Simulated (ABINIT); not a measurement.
An input for ABINIT 10.8.3 (AgCl (Fm-3m)):

```
acell 3*1.0 Angstrom
rprim 
  0.000000000000 2.798500000000 2.798500000000
  2.798500000000 0.000000000000 2.798500000000
  2.798500000000 2.798500000000 -0.000000000000
ntypat 2
znucl 47 17
natom 2
typat 1 2
xred 
  0.000000000000 0.000000000000 0.000000000000
  0.500000000000 0.500000000000 0.500000000000
pp_dirpath "pseudos"
pseudos "Ag.upf, Cl.upf"
ecut 37
ngkpt 4 4 4
nshiftk 1
shiftk 0 0 0
kptopt 1
chksymbreak 0
istwfk *1
occopt 1
irdwfk 1
optdriver 4
nband 94
gwcalctyp 0
ecutsigx 37
symsigma 0
nkptgw 2
kptgw 
  0.5000000000 0.0000000000 0.0000000000
  0.0000000000 0.0000000000 0.0000000000
bdgw 
  12 15
  11 17
ecuteps 6
irdscr 1
ppmodel 1
indata_prefix "in"
outdata_prefix "out"
tmpdata_prefix "tmp"
```

```sh
OMP_NUM_THREADS=1 mpirun -n 4 abinit run.abi > log
```

**Question.** How long will it take on 4 MPI ranks of Arm Neoverse V1, shared host, and how much memory?

It took 38 s; on shared hardware allow 19 s to 76 s. Peak host memory was 0.81 GiB.

[Paths, hosts, dates, memory and timing lines, banners, echoed tables and standing remarks are left out of the program output.]

[Logs are printed without paths, hosts, clocks, repeated set-up lines and the standing remarks that a program may print on its own settings, such as how far it seeks lower states.]

[Runs of the session that timed out or met a known fault of the program may be left out.]

[Hosts, paths, dates, database ids (printed as entryN), source tags and the programs' standing remarks are cut or masked in the printed files.]

[G0W0 gaps are taken among the corrected bands and points alone; a level outside them can change the order at an edge.]

[Where Ansatz stands beside ABINIT at settings called matched, ABINIT's density can come from a denser mesh and the files from another edition; pairs whose starting gaps differed by over 0.03 eV were left out, so agreement reads better than it is.]
